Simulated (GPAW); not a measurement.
# Ni K edge of YNiC2 (Amm2): cell size and cost

How large a supercell does the Ni K edge of YNiC2 (Amm2) need, and what does it cost? The absorber has 2 C at 1.93 Å and 2 C at 1.98 Å (4-fold, site symmetry mm2).

The runs were made apart and are set side by side; the one with the holes farthest apart serves as the reference. All curves get a further Gaussian of 1.5 eV full width, so that line shapes and meshes matter less.

## Step 1: Cost and result by level

| run | hole distance (Å) | k mesh | core time | raw zero (eV) | zero less the added terms (eV) | r.m.s. from the reference after the best shift (%) |
| --- | --- | --- | --- | --- | --- | --- |
| GPAW LDA, 16 atoms | 5.8 | 3×3×3 | 25 min | 8312.7 | 8312.7 | 1 |
| GPAW LDA, 24 atoms | 7.0 | 3×3×3 | 2.2 h | 8312.7 | 8312.7 | - |

Times are from shared hosts. The zero: total-energy differences, nothing else added; LDA puts this hole about 18 eV below PBE, itself good to a few eV.

```
E (eV)  GPAW LDA, 16 atoms  GPAW LDA, 24 atoms
 -2.00                0.01                0.01
 -1.25                0.03                0.04
 -0.50                0.12                0.12
  0.25                0.25                0.24
  1.00                0.33                0.33
  1.75                0.35                0.36
  2.50                0.35                0.35
  3.25                0.36                0.35
  4.00                0.40                0.40
  4.75                0.50                0.49
  5.50                0.58                0.57
  6.25                0.55                0.55
  7.00                0.49                0.49
  7.75                0.55                0.54
  8.50                0.76                0.77
  9.25                1.02                1.03
 10.00                1.24                1.23
 10.75                1.41                1.39
 11.50                1.49                1.48
 12.25                1.48                1.49
 13.00                1.44                1.45
 13.75                1.42                1.43
 14.50                1.48                1.49
 15.25                1.61                1.61
 16.00                1.69                1.68
 16.75                1.65                1.62
 17.50                1.51                1.50
 18.25                1.37                1.38
 19.00                1.29                1.32
 19.75                1.27                1.29
 20.50                1.28                1.27
 21.25                1.31                1.29
 22.00                1.34                1.32
 22.75                1.38                1.38
 23.50                1.41                1.42
 24.25                1.42                1.43
 25.00                1.40                1.41
 25.75                1.37                1.36
 26.50                1.32                1.31
 27.25                1.27                1.26
 28.00                1.22                1.21
 28.75                1.19                1.19
 29.50                1.18                1.20
 30.25                1.19                1.21
 31.00                1.22                1.23
 31.75                1.24                1.24
```

## Step 2: Reading

The smallest cell differs from the reference by 1 % r.m.s. after a shift of 0.0 eV at 0.19 of its cost, so it already gives the shape. Its highest intensity below 24 eV lies at 16.1 eV against 16.1 eV. Whether the reference itself is converged wasn't tested.

The hole lies in one spin channel, while the script sums the empty states of both and takes the lower zero; where the two channels are split, this blurs and shifts the curve. Quadrupole 1s→3d transitions, which feed the pre-edge, are not in the dipole spectrum. The starting moments shrank to 0.00 μB or less, so this is hardly a magnetic state. Lifetime broadening is put in by hand, and intensities beyond about 20 eV depend on it. Meshes are coarse enough for small ripples in YNiC2 (Amm2) and YNiC2 (Amm2). Some cells keep the holes under 6.5 Å apart, so shapes are probably not fully converged. The structures are entries of the Materials Project (computed), used as given.

[Logs are printed without paths, hosts, clocks, repeated set-up lines and the standing remarks that a program may print on its own settings, such as how far it seeks lower states.]

[Hosts, paths, dates, database ids (printed as entryN), source tags and the programs' standing remarks are cut or masked in the printed files.]
